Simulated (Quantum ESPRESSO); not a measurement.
# Voltage at the next charge: Y(0001), 4 layers, one monolayer of F on fcc sites against an electrode

How the rows were computed: Quantum ESPRESSO 7.5, PBE, GBRV ultrasoft; ESM with bc3, a metal electrode 7.06 Å above the top atoms; cell area 11.538 Å²; ions fixed. V is the potential energy of an electron at the electrode over the slab's Fermi level, divided by e, so that it equals the work function at zero charge; positive charge removes electrons.

| charge (e a cell) | V (V) |
| --- | --- |
| 0 | 3.074 |
| 0.0173 | 4.908 |
| 0.0346 | 6.756 |

One more run was made and is withheld. What is V at a charge of 0.0692 e, and what capacitance do the rows imply?

By hand: The last two rows give dV/dq = (6.756 − 4.908)/(0.0346 − 0.0173) = 106.8 V/e, so C = 1602/(11.538 × 106.8) = 1.30 µF/cm², an effective gap of 8.854/1.30 = 6.81 Å. At constant C, V = 6.756 + 106.8 × 0.0346 = 10.45 V.

**The withheld run.** V = 10.483 V; the estimate misses by −0.03 V, 0.8 % of the step. Over the three intervals C goes 1.31, 1.30 and 1.29 µF/cm².

**Limits.** Vacuum fills the gap; a dielectric or electrolyte would change C. The slab is thin.
